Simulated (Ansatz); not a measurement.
# CsH (Pm-3m): from the cell to its phonons, part 4 of 4

Aim: the vibrations of CsH (Pm-3m), their spectra, and whether the structure is stable.

Ansatz 0.2.0; DFT LDA, scalar-relativistic, plane waves, PAW.

So far, highest frequency on the path or at a solved wavevector (cm⁻¹): step 6 (the dispersion) 722. The relaxed cell has a = 3.639 Å (conventional setting).

## 7. The same by displaced supercells

Finite displacements in a 2×2×2 supercell give force constants from forces alone. They are exact at the wavevectors that the supercell holds, where they check the linear-response result.

input.yaml

```yaml
crystal:
  lattice:
    - [3.6385986822, 0.0, 0.0]
    - [0.0, 3.6385986822, 0.0]
    - [0.0, 0.0, 3.6385986822]
  atoms:
    - { symbol: Cs, position: [0.0, 0.0, 0.0] }
    - { symbol: H, position: [0.5, 0.5, 0.5] }
kpoints:
  mp_grid: { grid: [8, 8, 8] }
hamiltonian:
  xc: lda
scf:
  occupations: { method: fixed }
output:
  eigenvalues: true
phonons:
  method: fd
  supercell: [2, 2, 2]
  temperatures: { t_max: 1000, t_step: 50 }
  qpath:
    path:
      - [[0.0, 0.0, 0.0], [0.0, 0.5, 0.0], [0.5, 0.5, 0.0], [0.0, 0.0, 0.0], [0.5, 0.5, 0.5], [0.0, 0.5, 0.0]]
      - [[0.5, 0.5, 0.5], [0.5, 0.5, 0.0]]
    npoints: 10
  non_analytic_term:
    high_frequency_dielectric_tensor: [[4.2015, 0.0, 0.0], [0.0, 4.2015, 0.0], [0.0, 0.0, 4.2015]]
    born_effective_charges:
      - { species: Cs, tensor: [[1.1643, 0.0, 0.0], [0.0, 1.1643, 0.0], [0.0, 0.0, 1.1643]] }
      - { species: H, tensor: [[-1.1643, 0.0, 0.0], [0.0, -1.1643, 0.0], [0.0, 0.0, -1.1643]] }
    source: "zone-centre run at this cell"
```

Run with:

```bash
$ ansatz run input.yaml --threads 4 --pin off --max-ram 7168MiB --backend cpu --events-out ev --progress --plain --runs-dir out
```

Numbers of over 12 decimals in the logs are rounded to 6 here.

Output:

```text
[...]
Crystal: 16 atoms, lattice volume = 385.383 Å³
Basis set: ecut = 420 eV, 7497 PW (Γ)
Bands: 56, of which v1, the nominal top of the filled ones, is band 40 counted from 1 (39 counted from 0)
Symmetry: 384 space group operations
k-points: 10 of 64
[...]
SCF iter   1: F=—  HF=-44167.667536 eV  |F-HF|=—  |Δ(HF+E_count)|=         —  Δρ=9.42e-8  dr2=1.44e-11  ethr=1.00e-12  ⟨swp⟩=3.0  Hψ=1431  notcnv=0
[...]
SCF iter   2: F=-44167.667536 eV  HF=-44167.667536 eV  |F-HF|=1.46e-11  |Δ(HF+E_count)|=  7.28e-12  Δρ=4.62e-8  dr2=3.24e-12  ethr=1.00e-12  ⟨swp⟩=3.0  Hψ=1396  notcnv=0
SCF 1 converged in 2 iterations: F = -44167.667536 eV  dr2 = 3.24e-12
[...]
Symmetry: 6 space group operations
k-points: 13 of 64 (time reversal used)
[...]
SCF iter   5: F=-44167.667529 eV  HF=-44167.667529 eV  |F-HF|=2.91e-11  |Δ(HF+E_count)|=  5.09e-11  Δρ=4.13e-8  dr2=5.74e-12  ethr=1.00e-12  ⟨swp⟩=5.2  Hψ=2870  notcnv=0
SCF 2 converged in 5 iterations: F = -44167.667529 eV  dr2 = 5.74e-12
[...]
SCF iter   6: F=-44167.667533 eV  HF=-44167.667533 eV  |F-HF|=7.28e-12  |Δ(HF+E_count)|=  2.18e-11  Δρ=1.38e-8  dr2=1.02e-12  ethr=1.00e-12  ⟨swp⟩=5.0  Hψ=2812  notcnv=0
SCF 3 converged in 6 iterations: F = -44167.667533 eV  dr2 = 1.02e-12
SCF converged after 2 iterations
Free energy (F): -44167.667536 eV
[...]
Internal energy: -44167.667536 eV  (E = F + TS)
E sigma→0 (E₀):  -44167.667536 eV
Fermi energy:    5.325282 eV
[...]
--- Band table (eV; the first three rows and the last of 10) ---
  k-point 0: bands = [... 36 lower, 5.3055, 5.3055, 5.3055, 5.3253, 7.7450, 7.7450, 7.7450, 8.0088, ... 12 higher]
  k-point 1: bands = [... 36 lower, 4.9004, 4.9317, 5.0883, 5.0883, 8.0965, 8.0965, 8.4052, 8.4052, ... 12 higher]
  k-point 2: bands = [... 36 lower, 4.5452, 4.5452, 4.5452, 4.5452, 8.8623, 8.8623, 9.0362, 9.0362, ... 12 higher]
  k-point 9: bands = [... 36 lower, 4.6339, 4.6339, 4.6339, 4.6339, 10.0861, 10.0861, 10.0861, 10.0861, ... 12 higher]
--- Phonons: 2 displaced members + reference (amplitude 0.0025 Å, Σ member SCF iterations 11) ---
  symmetry images taken by strict's conditions (phonons.symmetry_images: auto; settled by no image being taken that strict refuses)
  ASR residual: 5.537e-5 → 0.000e0 eV/Å²; symmetrization residual: 4.731e-5 eV/Å²
  largest component of a force at the reference: 2.1e-29 eV/Å
  ASR residual per site (eV/Å²): 5.54e-5 5.39e-6
  Γ frequencies (cm⁻¹): 0.00 0.00 0.00 416.07 416.07 416.07
[...]
```

Elapsed: 7.6 s, on 4 threads of Intel Xeon 6975P-C (Granite Rapids), shared host; peak memory 0.99 GiB.

This step gave:

```
atoms in the supercell                                  : 16
sum-rule residual before enforcement                    : 5.54e-5 eV/Å²
highest frequency on the path or at a solved wavevector : 722.2 cm⁻¹
```

Interpolated from a 2×2×2 supercell, rough between the solved points, with the LO-TO term (at Γ the limit along the path; where Γ stands inside the path, tables give the limit on arrival). The phonon branches at the labelled points (cm⁻¹):

```
    point  branch 1  branch 2  branch 3  branch 4  branch 5  branch 6
        Γ         0         0         0       416       416       709
  halfway        25        25        68       458       458       716
        X        32        32        96       498       498       722
  halfway        30        66        91       453       503       612
        M        28        86        86       404       493       493
  halfway        28        64        70       456       497       654
        Γ         0         0         0       416       416       709
  halfway        62        62        69       487       487       615
        R        80        80        80       572       572       572
  halfway        62        64        87       478       520       571
        X        32        32        96       498       498       722
jump to R        80        80        80       572       572       572
  halfway        60        83        83       497       534       534
        M        28        86        86       404       493       493
```

The phonon branches as a text plot (rows in cm⁻¹):

```
    707 |*********             ******                   **
    677 |         *           *      **                *
    647 |          *         *         *              *
    617 |                  **           *            *
    587 |           *     *              **   **
    557 |            *                     ***  *****     ***
    527 |             *  *                 *      ***       **
    497 |     *****************         ***        * *****   ****
    466 |   **    **         ***     ***            ***
    436 | **        **   ****  *** **                         **
    406 |*            ***        **                             *
    376 |
    346 |
    316 |
    286 |
    256 |
    226 |
    196 |
    166 |
    135 |
    105 |      *****                                  ****
     75 |   ***     **********         ***************    *******
     45 |  *   *****          ***   ****             *****   ****
     15 |******     ****************
         Γ      X      M          Γ            R        X|R     M
```

Tetrahedra on a 18×18×18 mesh, mean over bins of 10 cm-1. Interpolated from a 2×2×2 supercell, rough between the solved points. The phonon density of states by wavenumber; read off at these points:

wavenumber (cm⁻¹), phonon density of states (1/cm⁻¹/cell) and a bar:
```
        5     0.0002 
       35     0.0488 ######################
       75     0.0506 #######################
       85     0.0671 ##############################
      105     0.0000 
      145     0.0000 
      175     0.0000 
      215     0.0000 
      245     0.0000 
      275     0.0000 
      315     0.0000 
      345     0.0000 
      385     0.0000 
      415     0.0016 #
      455     0.0182 ########
      465     0.0266 ############
      485     0.0162 #######
      505     0.0415 ###################
      515     0.0140 ######
      555     0.0112 #####
      585     0.0047 ##
      625     0.0043 ##
      655     0.0044 ##
      695     0.0057 ###
      725     0.0000
```

At Γ the two methods differ by at most 0.0 cm⁻¹.

## 8. Summary of results

| Property | Result |
| --- | --- |
| space group after relaxation (within 0.01 Å) | Pm-3m |
| volume per atom | 24.1 Å³ |
| gap on the k-mesh | 2.42 eV |
| highest optical mode at the zone centre (no LO-TO term) | 416 cm⁻¹ |
| top of the zone-centre spectrum with the field | 709 cm⁻¹ |
| lowest optical zone-centre mode | 416 cm⁻¹ |
| mean high-frequency dielectric constant | 4.20 |
| mean static dielectric constant | 12.2 |
| largest Born charge (third of the trace) | 1.16 e |
| lowest mode on the q mesh (acoustic modes at Γ apart) | 26.1 cm⁻¹ |
| highest frequency on the path or at a solved wavevector | 722 cm⁻¹ |
| zero-point energy per atom | 54.8 meV |
| heat capacity at 300 K | 19.9 J/(mol atoms K) |
| vibrational entropy at 300 K | 32.4 J/(mol atoms K) |
| Debye temperature (second moment) | 705 K |
| imaginary modes on the 4×4×4 q mesh | none |

The structure is a minimum as far as tested: no mode is imaginary at the 10 irreducible wavevectors of the 4×4×4 mesh, and the softest away from the acoustic zeros lies at 26 cm⁻¹. Without the field, the optical modes at Γ form one degenerate level at 416 cm⁻¹. The highest mode in this list at Γ, 416.1 cm⁻¹, is mostly motion of H (99 % of the kinetic energy). With the macroscopic field of the longitudinal modes the top of the zone-centre spectrum lies at 709 cm⁻¹, against 416 cm⁻¹ without it. Lattice motion raises the mean dielectric constant from 4.202 to 12.20. The strongest infrared line is at 416 cm⁻¹. On the path and the mesh, the widest gap between branches runs from 96 to 404 cm⁻¹. Finite displacements and linear response differ by 0.0 cm⁻¹ in the highest zone-centre mode. With the field response the log warns that the k mesh is coarse for the force constants too, so the frequencies may not be converged. Spin-orbit coupling is left out, which can matter for the heavy elements here. These are harmonic frequencies at zero temperature: anharmonic shifts, linewidths and thermal expansion are left out.

[Logs are printed without paths, hosts, clocks, repeated set-up lines and the standing remarks that a program may print on its own settings, such as how far it seeks lower states.]

[Hosts, paths, dates, database ids (printed as entryN), source tags and the programs' standing remarks are cut or masked in the printed files.]
